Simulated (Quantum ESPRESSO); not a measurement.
# The valence band of WC as photoemission sees it, part 2 of 15

Wanted: projected DOS of WC, weighted into photoemission and X-ray emission spectra, at several levels of theory.

Quantum ESPRESSO 7.5; DFT, PBE, plane waves, ultrasoft GBRV pseudopotentials, scalar-relativistic (the session's first sound run).

So far. Step 2 (The base run: self-consistent run): The run ends at a pressure of 3.56 GPa.

## (3) The base run: levels for the DOS

The levels for the density of states are solved on the fixed potential, without another SCF cycle.

nscf.in reads:

```
&control
  calculation = 'nscf'
  prefix = 'pes'
  outdir = './tmp'
  pseudo_dir = './pp'
  verbosity = 'high'
/
&system
  ibrav = 0
  nat = 2
  ntyp = 2
  ecutwfc = 40.0
  ecutrho = 200.0
  occupations = 'smearing'
  nbnd = 17
  smearing = 'fd'
  degauss = 0.00367
/
&electrons
  conv_thr = 1.2e-08
  mixing_beta = 0.5
  electron_maxstep = 120
  diago_full_acc = .true.
/
ATOMIC_SPECIES
W 183.8400 w_pbe_v1.2.uspp.F.UPF
C 12.0110 c_pbe_v1.2.uspp.F.UPF
CELL_PARAMETERS angstrom
 2.906500000 0.000000000 0.000000000
 -1.453250000 2.517102836 0.000000000
 0.000000000 0.000000000 2.836600000
ATOMIC_POSITIONS crystal
W 0.000000000 0.000000000 0.000000000
C 0.666666667 0.333333333 0.500000000
K_POINTS automatic
24 24 20 0 0 0
```

Command:

```console
$ OMP_NUM_THREADS=1 mpirun -n 4 pw.x -nk 4 -in nscf.in > nscf.out
```

Log:

```text
[banner, memory and clock lines left out]
Program PWSCF v.7.5 starts

          URL

     Atomic positions and unit cell read from directory:
     ./tmp/pes.save/

     Message from routine setup:
     using ibrav=0 with symmetry is DISCOURAGED, use correct ibrav instead

     G-vector sticks info

     bravais-lattice index     =            0
     lattice parameter (alat)  =       5.4925  a.u.
     unit-cell volume          =     140.0445 (a.u.)^3
     number of atoms/cell      =            2
     number of atomic types    =            2
     number of electrons       =        18.00
     number of Kohn-Sham states=           17
     kinetic-energy cutoff     =      40.0000  Ry
     charge density cutoff     =     200.0000  Ry
     Exchange-correlation= SLA  PW   PBE  PBE
                           (   1   4   3   4   0   0   0)

     celldm(1)=   5.492489  celldm(2)=   0.000000  celldm(3)=   0.000000
     celldm(4)=   0.000000  celldm(5)=   0.000000  celldm(6)=   0.000000

     crystal axes: (cart. coord. in units of alat)
               a(1) = (   1.000000   0.000000   0.000000 )
               a(2) = (  -0.500000   0.866025   0.000000 )
               a(3) = (   0.000000   0.000000   0.975950 )

     reciprocal axes: (cart. coord. in units 2 pi/alat)
               b(1) = (  1.000000  0.577350 -0.000000 )
               b(2) = (  0.000000  1.154701  0.000000 )
               b(3) = (  0.000000 -0.000000  1.024642 )

     PseudoPot. # 1 for W  read from file:
     ./pp/w_pbe_v1.2.uspp.F.UPF
     Pseudo is Ultrasoft + core correction, Zval = 14.0
     Generated by new atomic code, or converted to UPF format
     Using radial grid of  923 points,  8 beta functions with:
                l(1) =   0
                l(2) =   0
                l(3) =   0
                l(4) =   1
                l(5) =   1
                l(6) =   2
                l(7) =   2
                l(8) =   3
     Q(r) pseudized with  6 coefficients,  rinner =    1.350   1.350   1.350
                                                       1.350   1.350   1.350
                                                       1.350

     PseudoPot. # 2 for C  read from file:
     ./pp/c_pbe_v1.2.uspp.F.UPF
     Pseudo is Ultrasoft + core correction, Zval =  4.0
     Generated by new atomic code, or converted to UPF format
     Using radial grid of  721 points,  4 beta functions with:
                l(1) =   0
                l(2) =   0
                l(3) =   1
                l(4) =   1
     Q(r) pseudized with  8 coefficients,  rinner =    1.100   1.100   1.100

     atomic species   valence    mass     pseudopotential
     W                14.00   183.84000     W ( 1.00)
     C                 4.00    12.01100     C ( 1.00)

     12 Sym. Ops. (no inversion) found

                                    s                        frac. trans.

      isym =  1     identity

 cryst.   s( 1) = (     1          0          0      )
                  (     0          1          0      )
                  (     0          0          1      )

 cart.    s( 1) = (  1.0000000 -0.0000000  0.0000000 )
                  (  0.0000000  1.0000000  0.0000000 )
                  (  0.0000000  0.0000000  1.0000000 )

      isym =  2     180 deg rotation - cart. axis [0,1,0]

 cryst.   s( 2) = (    -1          0          0      )
                  (     1          1          0      )
                  (     0          0         -1      )

 cart.    s( 2) = ( -1.0000000  0.0000000  0.0000000 )
                  (  0.0000000  1.0000000  0.0000000 )
                  (  0.0000000  0.0000000 -1.0000000 )

      isym =  3     120 deg rotation - cryst. axis [0,0,1]

 cryst.   s( 3) = (     0          1          0      )
                  (    -1         -1          0      )
                  (     0          0          1      )

 cart.    s( 3) = ( -0.5000000 -0.8660254  0.0000000 )
                  (  0.8660254 -0.5000000  0.0000000 )
                  (  0.0000000  0.0000000  1.0000000 )

      isym =  4     120 deg rotation - cryst. axis [0,0,-1]

 cryst.   s( 4) = (    -1         -1          0      )
                  (     1          0          0      )
                  (     0          0          1      )

 cart.    s( 4) = ( -0.5000000  0.8660254  0.0000000 )
                  ( -0.8660254 -0.5000000  0.0000000 )
                  (  0.0000000  0.0000000  1.0000000 )

      isym =  5     180 deg rotation - cryst. axis [1,-1,0]

 cryst.   s( 5) = (     0         -1          0      )
[...]
cart.    s( 5) = (  0.5000000 -0.8660254  0.0000000 )
[...]
isym =  6     180 deg rotation - cryst. axis [2,1,0]

 cryst.   s( 6) = (     1          1          0      )
[...]
cart.    s( 6) = (  0.5000000  0.8660254  0.0000000 )
[...]
isym =  7     inv. 180 deg rotation - cart. axis [0,0,1]

 cryst.   s( 7) = (     1          0          0      )
[...]
cart.    s( 7) = (  1.0000000 -0.0000000  0.0000000 )
[...]
isym =  8     inv. 180 deg rotation - cart. axis [1,0,0]

 cryst.   s( 8) = (    -1          0          0      )
[...]
cart.    s( 8) = ( -1.0000000  0.0000000  0.0000000 )
[...]
isym =  9     inv.  60 deg rotation - cryst. axis [0,0,1]

 cryst.   s( 9) = (    -1         -1          0      )
[...]
cart.    s( 9) = ( -0.5000000  0.8660254  0.0000000 )
[...]
isym = 10     inv.  60 deg rotation - cryst. axis [0,0,-1]

 cryst.   s(10) = (     0          1          0      )
[...]
cart.    s(10) = ( -0.5000000 -0.8660254  0.0000000 )
[...]
isym = 11     inv. 180 deg rotation - cryst. axis [0,1,0]

 cryst.   s(11) = (     1          1          0      )
                  (     0         -1          0      )
                  (     0          0          1      )

 cart.    s(11) = (  0.5000000  0.8660254  0.0000000 )
                  (  0.8660254 -0.5000000  0.0000000 )
                  (  0.0000000  0.0000000  1.0000000 )

      isym = 12     inv. 180 deg rotation - cryst. axis [1,1,0]

 cryst.   s(12) = (     0         -1          0      )
                  (    -1          0          0      )
                  (     0          0          1      )

 cart.    s(12) = (  0.5000000 -0.8660254  0.0000000 )
                  ( -0.8660254 -0.5000000  0.0000000 )
                  (  0.0000000  0.0000000  1.0000000 )

   Cartesian axes

     site n.     atom                  positions (alat units)
         1        W      tau(   1) = (   0.0000000   0.0000000   0.0000000  )
         2        C      tau(   2) = (   0.5000000   0.2886751   0.4879752  )

   Crystallographic axes

     site n.     atom                  positions (cryst. coord.)
         1        W      tau(   1) = (  0.0000000  0.0000000  0.0000000  )
         2        C      tau(   2) = (  0.6666667  0.3333333  0.5000000  )

     number of k points=   671  Fermi-Dirac smearing, width (Ry)=  0.0037
                       cart. coord. in units 2pi/alat
        k(    1) = (   0.0000000   0.0000000   0.0000000), wk =   0.0001736
        k(    2) = (   0.0000000   0.0000000   0.0512321), wk =   0.0003472
        k(    3) = (   0.0000000   0.0000000   0.1024642), wk =   0.0003472
        k(    4) = (   0.0000000   0.0000000   0.1536963), wk =   0.0003472
        k(    5) = (   0.0000000   0.0000000   0.2049284), wk =   0.0003472
        k(    6) = (   0.0000000   0.0000000   0.2561605), wk =   0.0003472
        k(    7) = (   0.0000000   0.0000000   0.3073927), wk =   0.0003472
        k(    8) = (   0.0000000   0.0000000   0.3586248), wk =   0.0003472
        k(    9) = (   0.0000000   0.0000000   0.4098569), wk =   0.0003472
        k(   10) = (   0.0000000   0.0000000   0.4610890), wk =   0.0003472
        k(   11) = (   0.0000000   0.0000000  -0.5123211), wk =   0.0001736
        k(   12) = (   0.0000000   0.0481125   0.0000000), wk =   0.0010417
        k(   13) = (   0.0000000   0.0481125   0.0512321), wk =   0.0020833
        k(   14) = (   0.0000000   0.0481125   0.1024642), wk =   0.0020833
        k(   15) = (   0.0000000   0.0481125   0.1536963), wk =   0.0020833
        k(   16) = (   0.0000000   0.0481125   0.2049284), wk =   0.0020833
[...]
cryst. coord.
[...]
k(  513) = (   0.1666667   0.3333333   0.3000000), wk =   0.0041667
        k(  514) = (   0.1666667   0.3333333   0.3500000), wk =   0.0041667
        k(  515) = (   0.1666667   0.3333333   0.4000000), wk =   0.0041667
        k(  516) = (   0.1666667   0.3333333   0.4500000), wk =   0.0041667
        k(  517) = (   0.1666667   0.3333333  -0.5000000), wk =   0.0020833
        k(  518) = (   0.1666667   0.3750000   0.0000000), wk =   0.0020833
        k(  519) = (   0.1666667   0.3750000   0.0500000), wk =   0.0041667
        k(  520) = (   0.1666667   0.3750000   0.1000000), wk =   0.0041667
        k(  521) = (   0.
[... cut ...]
17.5598
    19.7642  22.5096  24.0321  25.6031  28.0608  31.3088  35.1041  37.4942
    39.8714

     occupation numbers
     1.0000   1.0000   1.0000   1.0000   1.0000   1.0000   1.0000   1.0000
     1.0000   0.0000   0.0000   0.0000   0.0000   0.0000   0.0000   0.0000
     0.0000

          k = 0.1250 0.4571 0.1025 (   600 PWs)   bands (ev):

   -53.3081 -17.9458 -17.4821 -17.3137   9.3740  14.0427  16.6043  17.7889
    19.4581  22.6790  24.4880  25.7020  27.8100  31.6539  34.7487  37.4681
    39.7455

     occupation numbers
     1.0000   1.0000   1.0000   1.0000   1.0000   1.0000   1.0000   1.0000
     1.0000   0.0000   0.0000   0.0000   0.0000   0.0000   0.0000   0.0000
     0.0000

          k = 0.1250 0.4571 0.1537 (   597 PWs)   bands (ev):

   -53.3038 -17.9338 -17.4729 -17.3918   9.4465  14.0894  16.4127  17.8205
    19.2196  22.9818  24.8568  25.9722  27.5959  32.0218  34.3404  37.4532
    39.4591

     occupation numbers
     1.0000   1.0000   1.0000   1.0000   1.0000   1.0000   1.0000   1.0000
     1.0000   0.0000   0.0000   0.0000   0.0000   0.0000   0.0000   0.0000
     0.0000

          k = 0.1250 0.4571 0.2049 (   595 PWs)   bands (ev):

   -53.2982 -17.9188 -17.4891 -17.4614   9.5157  14.1084  16.3502  17.5954
    19.2278  23.3591  24.9580  26.4024  27.5920  32.1958  34.1031  37.4113
    39.0836

     occupation numbers
     1.0000   1.0000   1.0000   1.0000   1.0000   1.0000   1.0000   1.0000
     1.0000   0.0000   0.0000   0.0000   0.0000   0.0000   0.0000   0.0000
     0.0000

          k = 0.1250 0.4571 0.2562 (   596 PWs)   bands (ev):

   -53.2921 -17.9023 -17.5954 -17.4490   9.5628  14.1071  16.3285  17.3306
[...]
38.7603

     occupation numbers
[...]
0.0000

          k = 0.1250 0.4571 0.3074 (   597 PWs)   bands (ev):

[...]
38.5783

     occupation numbers
[...]
0.0000

          k = 0.1250 0.4571 0.3586 (   594 PWs)   bands (ev):

[...]
38.3695

     occupation numbers
[...]
0.0000

          k = 0.1250 0.4571 0.4099 (   592 PWs)   bands (ev):

[...]
occupation numbers
[...]
k = 0.1250 0.4571 0.4611 (   591 PWs)   bands (ev):

[...]
occupation numbers
[...]
k = 0.1250 0.4571-0.5123 (   594 PWs)   bands (ev):

[...]
occupation numbers
[...]
k = 0.1250 0.5052 0.0000 (   600 PWs)   bands (ev):

[...]
occupation numbers
[...]
k = 0.1250 0.5052 0.0512 (   600 PWs)   bands (ev):

[...]
occupation numbers
[...]
k = 0.1250 0.5052 0.1025 (   597 PWs)   bands (ev):

[...]
occupation numbers
[...]
k = 0.1250 0.5052 0.1537 (   594 PWs)   bands (ev):

[...]
occupation numbers
[...]
k = 0.1250 0.5052 0.2049 (   593 PWs)   bands (ev):

[...]
occupation numbers
[...]
k = 0.1250 0.5052 0.2562 (   593 PWs)   bands (ev):

[...]
occupation numbers
[...]
k = 0.1250 0.5052 0.3074 (   593 PWs)   bands (ev):

[...]
k = 0.1250 0.5052 0.3586 (   589 PWs)   bands (ev):

[...]
k = 0.1250 0.5052-0.5123 (   594 PWs)   bands (ev):

[...]
k = 0.1250 0.5533-0.5123 (   594 PWs)   bands (ev):

[...]
k = 0.1667 0.2887 0.4099 (   598 PWs)   bands (ev):

[...]
k = 0.1667 0.2887 0.4611 (   594 PWs)   bands (ev):

[...]
occupation numbers
[...]
k = 0.1667 0.2887-0.5123 (   592 PWs)   bands (ev):

[...]
occupation numbers
[...]
k = 0.1667 0.3368 0.0000 (   597 PWs)   bands (ev):

[...]
occupation numbers
[...]
k = 0.1667 0.3368 0.0512 (   598 PWs)   bands (ev):

[...]
occupation numbers
[...]
0.0000

          k = 0.1667 0.3368 0.1025 (   603 PWs)   bands (ev):

[...]
39.1197

     occupation numbers
[...]
0.0000

          k = 0.1667 0.3368 0.1537 (   605 PWs)   bands (ev):

[...]
38.9730

     occupation numbers
     1.0000   1.0000   1.0000   1.0000   1.0000   1.0000   1.0000   1.0000
     1.0000   0.0000   0.0000   0.0000   0.0000   0.0000   0.0000   0.0000
     0.0000

          k = 0.1667 0.3368 0.2049 (   603 PWs)   bands (ev):

   -53.3100 -17.7658 -17.5160 -17.4227   8.9409  15.0904  16.0010  17.7763
    19.0846  22.3114  25.0417  26.3945  27.6924  31.7038  34.2500  37.6562
    38.8913

     occupation numbers
     1.0000   1.0000   1.0000   1.0000   1.0000   1.0000   1.0000   1.0000
     1.0000   0.0000   0.0000   0.0000   0.0000   0.0000   0.0000   0.0000
     0.0000

          k = 0.1667 0.3368 0.2562 (   599 PWs)   bands (ev):

   -53.3039 -17.7513 -17.6229 -17.4103   9.1289  15.1462  15.7150  17.6761
    19.0755  22.5879  25.0134  26.4687  28.1365  31.7676  34.2705  37.4543
    39.0676

     occupation numbers
     1.0000   1.0000   1.0000   1.0000
```

Run time: 14 s. Hardware: 4 MPI ranks of Intel Xeon at 2.60GHz (Ice Lake), shared host; 56 s of CPU time.

(Part 2 of 15 ends here.)

[Logs are printed without paths, hosts, clocks, repeated set-up lines and the standing remarks that a program may print on its own settings, such as how far it seeks lower states.]

[Hosts, paths, dates, database ids (printed as entryN), source tags and the programs' standing remarks are cut or masked in the printed files.]

[Maps of the electrostatic potential energy from Ansatz leave out the sawtooth potential of an applied field or a dipole correction, so their vacuum need not be flat; work functions include it.]

[Peak lists hold at most the 14 tallest peaks of each spectrum; further lines can be left out.]
